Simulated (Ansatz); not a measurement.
# Lattice dynamics of ZrC (model cell, started as CsCl type), part 2 of 2

The cell of ZrC (model cell, started as CsCl type) is at rest. What are its phonons? After the zone centre comes a 4×4×4 q mesh on a 12×12×12 k mesh.

Ansatz 0.2.0; DFT LDA, scalar-relativistic, plane waves, PAW.

So far. Step 2 (Modes at Γ): Before it was imposed, the acoustic sum rule was missed by 1.3e-5 eV/Å². Small misses are needed for a sound result but don't prove that mesh and cutoff are converged. The lowest optical mode is real, 224 cm⁻¹.

The structure was built from a prototype and need not be the compound's stable phase.

## 3. Response at finite wavevector

Stability and thermal properties need the whole zone. Linear response on a 4×4×4 q mesh gives force constants as far as a supercell of that size would.

input.yaml

```yaml
crystal:
  lattice:
    - [2.8705367897, 0.0, 0.0]
    - [0.0, 2.8705367897, 0.0]
    - [0.0, 0.0, 2.8705367897]
  atoms:
    - { symbol: Zr, position: [0.0, 0.0, 0.0] }
    - { symbol: C, position: [0.5, 0.5, 0.5] }
kpoints:
  mp_grid: { grid: [12, 12, 12] }
hamiltonian:
  xc: lda
scf:
  occupations: { method: methfessel_paxton, width: 0.15 }
output:
  eigenvalues: true
phonons:
  method: dfpt
  qmesh: [4, 4, 4]
  temperatures: { t_max: 1000, t_step: 50 }
  qpath:
    path:
      - [[0.0, 0.0, 0.0], [0.0, 0.5, 0.0], [0.5, 0.5, 0.0], [0.0, 0.0, 0.0], [0.5, 0.5, 0.5], [0.0, 0.5, 0.0]]
      - [[0.5, 0.5, 0.5], [0.5, 0.5, 0.0]]
    npoints: 10
```

Run with:

```sh
$ ansatz run input.yaml --threads 4 --pin off --max-ram 7168MiB --backend cpu --events-out ev --progress --plain --runs-dir out
```

Numbers of over 12 decimals in the logs are rounded to 6 here.

Log:

```text
[...]
Crystal: 2 atoms, lattice volume = 23.653 Å³
Basis set: ecut = 420 eV, 461 PW (Γ), exchange–correlation on 40×40×40 points (8 copies of the dense FFT grid, shifted against one another)
Bands: 12, of which v1, the nominal top of the filled ones, is band 8 counted from 1 (7 counted from 0)
Symmetry: 48 space group operations
k-points: 84 of 1728
[...]
SCF iter   1: F=—  HF=-4319.904087 eV  |F-HF|=—  |Δ(HF+E_count)|=         —  Δρ=1.06e-2  dr2=3.57e-2  ethr=1.77e-3  ⟨swp⟩=5.0  Hψ=5124  notcnv=0
[...]
SCF iter   8: F=-4319.897942 eV  HF=-4319.897942 eV  |F-HF|=1.82e-12  |Δ(HF+E_count)|=  2.73e-12  S|Δr|=    0.00e0  Δρ=1.87e-8  dr2=6.95e-14  ethr=1.00e-12  ⟨swp⟩=5.1  Hψ=3929  notcnv=0
SCF 1 converged in 8 iterations: F = -4319.897942 eV  dr2 = 6.95e-14
[...]
iter 1 solved again at ethr=3.82e-8 eV; its pass at ethr=3.10e-3 eV (dr2=6.12e-6 eV) is discarded
SCF iter   1: F=—  HF=-4319.897944 eV  |F-HF|=—  |Δ(HF+E_count)|=         —  Δρ=4.31e-7  dr2=2.36e-11  ethr=3.82e-8  ⟨swp⟩=3.3  Hψ=8134  notcnv=0
eigensolver tolerance schedule: the retry pair's looser diagonalisation over-reported the residual by 258932.63 of it (diagonalisation noise at an unbounded share of the residual, at the tolerance the schedule requests for it); recorded, not acted on — ethr = c·dr2/N_el stays at c = 1.0e-1
[...]
SCF iter   2: F=—  HF=-4319.897942 eV  |F-HF|=—  |Δ(HF+E_count)|=   1.75e-6  S|Δr|=    0.00e0  Δρ=2.74e-7  dr2=1.23e-11  ethr=1.00e-12  ⟨swp⟩=2.9  Hψ=2128  notcnv=0
SCF iter   3: F=-4319.897942 eV  HF=-4319.897942 eV  |F-HF|=0.00e0  |Δ(HF+E_count)|=  3.64e-12  S|Δr|=    0.00e0  Δρ=1.67e-7  dr2=4.16e-12  ethr=1.00e-12  ⟨swp⟩=2.1  Hψ=2120  notcnv=0
SCF 2 converged in 3 iterations: F = -4319.897942 eV  dr2 = 4.16e-12
phonons: the bands overlap, so this run is a metal and interpolates without the dipole-dipole term. If the crystal is really an insulator or semiconductor, its LO-TO splitting is missing
NSCF: frozen V_eff on 84 k-points
[...]
DFPT response loops at q = (0, 0, 0) (fractional): preconditioner auto → Kerker (q_TF=auto, 2.556 Å⁻¹) (partly filled bands, converged f_vac=0.000); β = 1.00, the filter's whole step (`scf.mixing.beta` (0.50) is not read by the response loops under this deck's `scf.mixing.preconditioner`; to damp them name `kerker` or `kerker_dos`, under which they read `scf.mixing.beta`, and type it under 1.00, their step now; both keys bind the ground state too); Broyden in place of MSR1
[...]
SCF converged after 8 iterations
[...]
Free energy (F): -4319.897942 eV
[...]
Internal energy: -4319.896387 eV  (E = F + TS)
E sigma→0 (E₀):  -4319.897553 eV
Entropy (-TS):   -0.001555 eV (-0.778 meV/atom)
Fermi energy:    16.552746 eV
[...]
--- Band table (eV; the first three rows and the last of 84) ---
  k-point 0: bands = [... 4 lower, 4.6705, 14.4500, 14.4500, 17.8284, 17.8284, 17.8284, 22.1327, 22.1327]
  k-point 1: bands = [... 4 lower, 4.8208, 14.4424, 14.5135, 17.6062, 17.6062, 17.7635, 22.1644, 22.3212]
  k-point 2: bands = [... 4 lower, 5.2427, 14.1354, 14.6943, 17.0714, 17.0714, 18.0104, 22.2527, 22.7876]
  k-point 83: bands = [... 4 lower, 9.5200, 10.9469, 10.9469, 10.9469, 24.8422, 24.8422, 25.7228, 25.7228]
--- Phonons (Γ-DFPT): 2 representative perturbations + reference (Σ response iterations 6) ---
  ASR residual: 1.275e-5 → 0.000e0 eV/Å²; symmetrization residual: 8.242e-7 eV/Å²
  ASR residual per site (eV/Å²): 9.87e-6 1.28e-5
  Γ frequencies (cm⁻¹): 0.00 0.00 0.00 224.26 224.26 224.26
--- Phonons (arbitrary-q DFPT): 10 irreducible q on the 4×4×4 mesh ---
  q = [0.0000, 0.0000, 0.0000] (star 1, of the zone-centre solve; hermiticity 8.40e-7, symmetrization 2.48e-13): -0.00 -0.00 0.00 224.26 224.26 224.26
  q = [0.0000, 0.0000, 0.2500] (star 6, 4 solved perturbations in 1848 linear systems a pass and spin channel, the states on 588 of 1728 k-point pairs; hermiticity 2.14e-7, symmetrization 6.33e-14): -134.41 -134.41 109.25 200.56 200.56 374.65
[...]
q = [0.0000, 0.2500, -0.5000] (star 12, 6 solved perturbations on 588 of 1728 k-point pairs; hermiticity 1.07e-7, symmetrization 3.58e-8): -188.33 -186.86 83.91 240.33 342.65 464.29
[...]
sum rule: each row above includes the acoustic sum rule's correction from the zone centre's row sums; it moved no ω² by more than (0.54 cm⁻¹)²
  mesh force constants: q→R imaginary residual 1.05e-18; ASR residual 1.275e-5 → 0.000e0 eV/Å²; symmetrization residual 6.217e-15 eV/Å²
  interpolated dispersion: 62 rows × 6 modes
  density of states and harmonic sums: on the 24×24×24 q-mesh, interpolated from the force constants of a 4×4×4 supercell (no non-analytic term)
  largest difference from the sums on the solved wave vectors: F 1.40e-1 eV, S 1.84e-4 and C_V 5.48e-5 eV/K
  zero-point energy: 0.068919 eV/cell   skipped modes (ω ≤ 0): 754, of them read as no rigid motion or as one in doubt: 751 (1.678e0 modes/cell left out, lowest -269.20 cm⁻¹)   left out of the sums: 2.80e-1 of the cell's modes: C_V's classical limit lies that fraction below 3 k_B per atom; for a crystal, a wire or a layer, F and S can be off by more, and a phonons.interpolated_qmesh denser along its periods is the remedy for the sampling
```

It took 85 s on 4 threads of Arm Neoverse V2, shared host; peak memory 1 GiB; 5.4 min of CPU time.

This step gave:

- sum-rule residual before enforcement: 1.28e-5 eV/Å²
- lowest frequency on the path: -268.6 cm⁻¹
- highest frequency on the path or at a solved wavevector: 482.8 cm⁻¹
- lowest mode on the q mesh (acoustic modes at Γ apart): -234.3 cm⁻¹

Frequencies (cm⁻¹) solved at each irreducible wavevector; negative means imaginary. Frequencies by wavevector, by row:

```
q in reciprocal lattice units  star  mode 1  mode 2  mode 3  mode 4  mode 5  mode 6
                        0 0 0     1       0       0       0   224.3   224.3   224.3
                     0 0 0.25     6  -134.4  -134.4   109.2   200.6   200.6   374.6
                     0 0 -0.5     3    -215    -215     165   199.1   199.1   482.8
                  0 0.25 0.25    12  -234.3    50.7    96.2   105.8   343.3   352.3
                  0 0.25 -0.5    12  -188.3  -186.9    83.9   240.3   342.6   464.3
                  0 -0.5 -0.5     3  -229.2  -225.7   257.9   257.9   417.6   417.6
               0.25 0.25 0.25     8    24.1    68.3    68.3   269.8   327.8   327.8
               0.25 0.25 -0.5    12   -91.5      59    98.8   249.9   336.6   438.2
               0.25 -0.5 -0.5     6    67.7    79.3   234.2   234.2     386     386
               -0.5 -0.5 -0.5     1   192.4   192.4   192.4   330.2   330.2   330.2
```

Interpolated from a 4×4×4 q mesh. The phonon branches at the labelled points (cm⁻¹):

```
    point  branch 1  branch 2  branch 3  branch 4  branch 5  branch 6
        Γ         0         0         0       224       224       224
  halfway      -134      -134       109       201       201       375
        X      -215      -215       165       199       199       483
  halfway      -188      -187        84       240       343       464
        M      -229      -226       258       258       418       418
  halfway      -234        51        96       106       343       352
        Γ         0         0         0       224       224       224
  halfway        24        68        68       270       328       328
        R       192       192       192       330       330       330
  halfway       -92        59        99       250       337       438
        X      -215      -215       165       199       199       483
jump to R       192       192       192       330       330       330
  halfway        68        79       234       234       386       386
        M      -229      -226       258       258       418       418
```

The phonon branches as a text plot (rows in cm⁻¹):

```
    467 |      ******                                *****
    436 |     *      **                             *
    405 |    *       ******                        *          ***
    373 |   *       *      **                     *         **
    342 |                    *          *************     **
    311 |          *          *              *  *    *    *
    279 |  *      *            *       **   *    *    *
    248 |**         ******      *   ***  ***      ******   * ****
    217 |***     *** *   **     ****             *     **  **
    185 |   ******        *    *           ********     *** *
    154 |     ***   *      ** *            *      **     * *
    123 |   **             **            **        *   *    *
     91 |  *                 *                     **        *
     60 | *                  **         *           *        *
     29 |*        *            ***      *
     -2 |                        **
    -34 |*                 **   ** *                  *
    -65 | **                  **    ****             *
    -96 |          *            *    ***            **
   -128 |   *      *      *    *                      *
   -159 |    *    *                                   *       *
   -190 |     *   ****   *    *                        **     **
   -222 |      ***  *****    *                          **     **
   -253 |                ****
         Γ      X      M          Γ            R        X|R     M
```

Tetrahedra on a 24×24×24 mesh, mean over bins of 10 cm-1. Interpolated from a 4×4×4 q mesh. Phonon density of states against wavenumber; read off at these points:

```
wavenumber (cm⁻¹)  phonon density of states (1/cm⁻¹/cell)
           -250.0                                 0.00247
           -225.0                                 0.00506
           -200.0                                  0.0101
           -195.0                                  0.0118
           -175.0                                  0.0109
           -150.0                                 0.00945
           -125.0                                 0.00894
           -100.0                                 0.00709
            -75.0                                 0.00613
            -50.0                                 0.00332
            -25.0                                 0.00268
              0.0                                 0.00264
             25.0                                 0.00292
             50.0                                 0.00366
             75.0                                 0.00574
            100.0                                 0.00768
            125.0                                 0.00974
            150.0                                 0.00869
            175.0                                  0.0109
            200.0                                  0.0166
            225.0                                  0.0186
            235.0                                  0.0209
            250.0                                  0.0152
            275.0                                 0.00475
            300.0                                 0.00531
            325.0                                 0.00618
            350.0                                  0.0119
            355.0                                  0.0129
            375.0                                  0.0114
            400.0                                  0.0119
            425.0                                 0.00996
            450.0                                 0.00657
            475.0                                 0.00436
```

The partial phonon density of states has structure finer than the step of the table below, so its rows give means over 20 cm⁻¹, whole bins alone (the curve runs from -277 to 506 cm⁻¹). Peaks (cm⁻¹: height): C -223.0: 0.00363, -178.7: 0.00373, 235.0: 0.00758, 269.5: 0.00633, 308.9: 0.00786, 353.3: 0.0124, 412.4: 0.0126; Zr -183.6: 0.00929, -75.3: 0.00978, 97.1: 0.0116, 166.1: 0.0106, 205.5: 0.0142, 235.0: 0.0147.

Phonopy on the run's constants, 19x19x19 mesh, Gaussian sigma 5.6 cm-1. Interpolated from a 4×4×4 q mesh. Table of partial phonon density of states by wavenumber; means over each step; values in 1/cm⁻¹/cell:

```
wavenumber (cm⁻¹)        C       Zr
             -260  0.00102   5.9e-4
             -240  0.00232  0.00118
             -220  0.00341  0.00279
             -200  0.00220  0.00684
             -180  0.00310  0.00880
             -160  0.00192  0.00756
             -140  0.00144  0.00784
             -120  0.00267  0.00552
             -100  0.00208  0.00520
              -80   9.4e-4  0.00855
              -60   7.3e-4  0.00489
              -40   7.7e-4  0.00161
              -20   2.1e-4   7.5e-4
                0   3.9e-4   2.7e-4
               20   4.7e-4   5.7e-4
               40   9.3e-4  0.00164
               60   9.1e-4  0.00186
               80  0.00157  0.00538
              100  0.00199   0.0103
              120  0.00270  0.00410
              140  0.00279  0.00574
              160  0.00193  0.00933
              180  0.00375  0.00746
              200  0.00567   0.0119
              220  0.00603   0.0109
              240  0.00609   0.0132
              260  0.00515  0.00422
              280  0.00446   1.7e-4
              300  0.00543   1.4e-4
              320  0.00548   1.2e-4
              340  0.00961   1.2e-4
              360   0.0115   1.0e-4
              380   0.0113   1.0e-4
              400   0.0118   1.0e-4
              420   0.0109   8.0e-5
              440  0.00772   3.0e-5
              460  0.00571   9.6e-6
              480  0.00270   3.8e-7
```

Second derivatives of the energy by pair, one row for each kind of neighbour of each atom listed. Each entry sums the pair over the periodic images of the supercell that the q mesh stands for, and in a polar crystal it holds the long-range dipole part too. Force constants by pair, by row:

```
atom  neighbour  distance (Å)  third of the trace (eV/Å²)  along the pair's line (eV/Å²)
 Zr1     itself             0                       3.588                              –
 Zr1          C         2.486                     -0.4065                        -0.8236
 Zr1         Zr         2.871                      -1.872                         -6.897
 Zr1         Zr          4.06                      0.3036                         0.7884
 Zr1          C          4.76                      0.0756                        -0.0204
 Zr1         Zr         4.972                       0.633                          0.798
 Zr1         Zr         5.741                      0.2458                          1.156
 Zr1          C         6.256                      0.0177                         0.0881
 Zr1         Zr         6.419                      0.0922                         0.2717
  C2     itself             0                       4.004                              –
  C2         Zr         2.486                     -0.4065                        -0.8236
  C2          C         2.871                     -0.2035                         -2.014
  C2          C          4.06                     -0.0666                         0.1956
  C2         Zr          4.76                      0.0756                        -0.0204
  C2          C         4.972                     -0.0589                        -0.4092
  C2          C         5.741                      0.0352                        -0.0029
  C2         Zr         6.256                      0.0177                         0.0881
  C2          C         6.419                      0.0411                          0.022
```

Symmetry leaves 10 wavevectors to solve. The lowest mode among them, the acoustic zeros apart, lies at q = (0, 0.25, 0.25) and is imaginary, 234.3i cm⁻¹, so the energy falls along it. Between them the interpolated path dips to 269i cm⁻¹.

## 4. Isotope substitution, element C, natural mass 12.011 amu

An isotope changes the mass and not the force constants, so no new electronic calculation is needed; the shifts show which modes move this element.

The same force constants with the mass of C changed from 12.011 to 13.003 u (phonopy, no LO-TO term). Both lists are sorted by frequency; levels can cross, so a row need not hold one and the same mode. Modes under 3 cm⁻¹ are left out. Isotope shifts, by row:

```
          q  rank  natural mass (cm⁻¹)  changed mass (cm⁻¹)
      0 0 0     4                224.3                216.6
      0 0 0     5                224.3                216.6
      0 0 0     6                224.3                216.6
   0 0 0.25     1               -134.4               -134.1
   0 0 0.25     2               -134.4               -134.1
   0 0 0.25     3                109.2                109.2
   0 0 0.25     4                200.6                193.2
   0 0 0.25     5                200.6                193.2
   0 0 0.25     6                374.6                360.1
   0 0 -0.5     1                 -215                 -215
   0 0 -0.5     2                 -215                 -215
   0 0 -0.5     3                  165                  165
   0 0 -0.5     4                199.1                191.4
   0 0 -0.5     5                199.1                191.4
   0 0 -0.5     6                482.8                  464
0 0.25 0.25     1               -234.3               -229.8
0 0.25 0.25     2                 50.7                 50.7
0 0.25 0.25     3                96.24                94.26
0 0.25 0.25     4                105.8                105.5
0 0.25 0.25     5                343.3                330.6
0 0.25 0.25     6                352.3                338.7
```

A mode of this element alone would shift by -3.89 %. The highest zone-centre frequency without the field goes from 224.3 to 216.6 cm⁻¹ (-3.4 %). The product of the frequency ratios over all optical modes at Γ is 0.901; the product rule, (m/m′)^(3k/2) (M′/M)^(3/2) with k = 1 such atoms and M the mass of the cell, gives 0.901.

## 5. Another isotope, element Zr, natural mass 91.222 amu

The same for Zr, from 91.22 to 95.91 u.

The same force constants with the mass of Zr changed from 91.222 to 95.908 u (phonopy, no LO-TO term). Both lists are sorted by frequency; levels can cross, so a row need not hold one and the same mode. Modes under 3 cm⁻¹ are left out. Isotope shifts, by row:

```
          q  rank  natural mass (cm⁻¹)  changed mass (cm⁻¹)
      0 0 0     4                224.3                223.6
      0 0 0     5                224.3                223.6
      0 0 0     6                224.3                223.6
   0 0 0.25     1               -134.4               -131.3
   0 0 0.25     2               -134.4               -131.3
   0 0 0.25     3                109.2                106.5
   0 0 0.25     4                200.6                200.3
   0 0 0.25     5                200.6                200.3
   0 0 0.25     6                374.6                374.6
   0 0 -0.5     1                 -215               -209.7
   0 0 -0.5     2                 -215               -209.7
   0 0 -0.5     3                  165                160.9
   0 0 -0.5     4                199.1                199.1
   0 0 -0.5     5                199.1                199.1
   0 0 -0.5     6                482.8                482.8
0 0.25 0.25     1               -234.3               -231.3
0 0.25 0.25     2                 50.7                49.45
0 0.25 0.25     3                96.24                95.06
0 0.25 0.25     4                105.8                103.3
0 0.25 0.25     5                343.3                342.9
0 0.25 0.25     6                352.3                352.3
```

A mode of this element alone would shift by -2.47 %. The highest zone-centre frequency without the field goes from 224.3 to 223.6 cm⁻¹ (-0.3 %). The product of the frequency ratios over all optical modes at Γ is 0.991; the product rule, (m/m′)^(3k/2) (M′/M)^(3/2) with k = 1 such atoms and M the mass of the cell, gives 0.991.

## 6. Summary of results

```
space group (within 0.01 Å)                             : Pm-3m
volume per atom                                         : 11.8 Å³
electronic character                                    : no gap on this mesh
highest optical mode at the zone centre (no LO-TO term) : 224 cm⁻¹
lowest optical zone-centre mode                         : 224 cm⁻¹
lowest mode on the q mesh (acoustic modes at Γ apart)   : -234 cm⁻¹
highest frequency on the path or at a solved wavevector : 483 cm⁻¹
imaginary modes on the 4×4×4 q mesh                     : yes
```

In words: Modes are clearly imaginary (beyond 10i cm⁻¹) at 6 of the 10 irreducible wavevectors, most at q = (0, 0.25, 0.25) (234.3i cm⁻¹), so this structure is not a minimum of the energy. The optical modes at Γ form one degenerate level at 224 cm⁻¹. The highest mode in this list at Γ, 224.3 cm⁻¹, is mostly motion of C (88 % of the kinetic energy). With no gap, or one that is small against the smearing, the frequencies hang on the k mesh and the smearing, most of all near Kohn anomalies. The starting cell was built on a prototype and not taken from a measurement, so the phase need not exist. These are harmonic frequencies at zero temperature: anharmonic shifts, linewidths and thermal expansion are left out.

[Logs are printed without paths, hosts, clocks, repeated set-up lines and the standing remarks that a program may print on its own settings, such as how far it seeks lower states.]

[Hosts, paths, dates, database ids (printed as entryN), source tags and the programs' standing remarks are cut or masked in the printed files.]
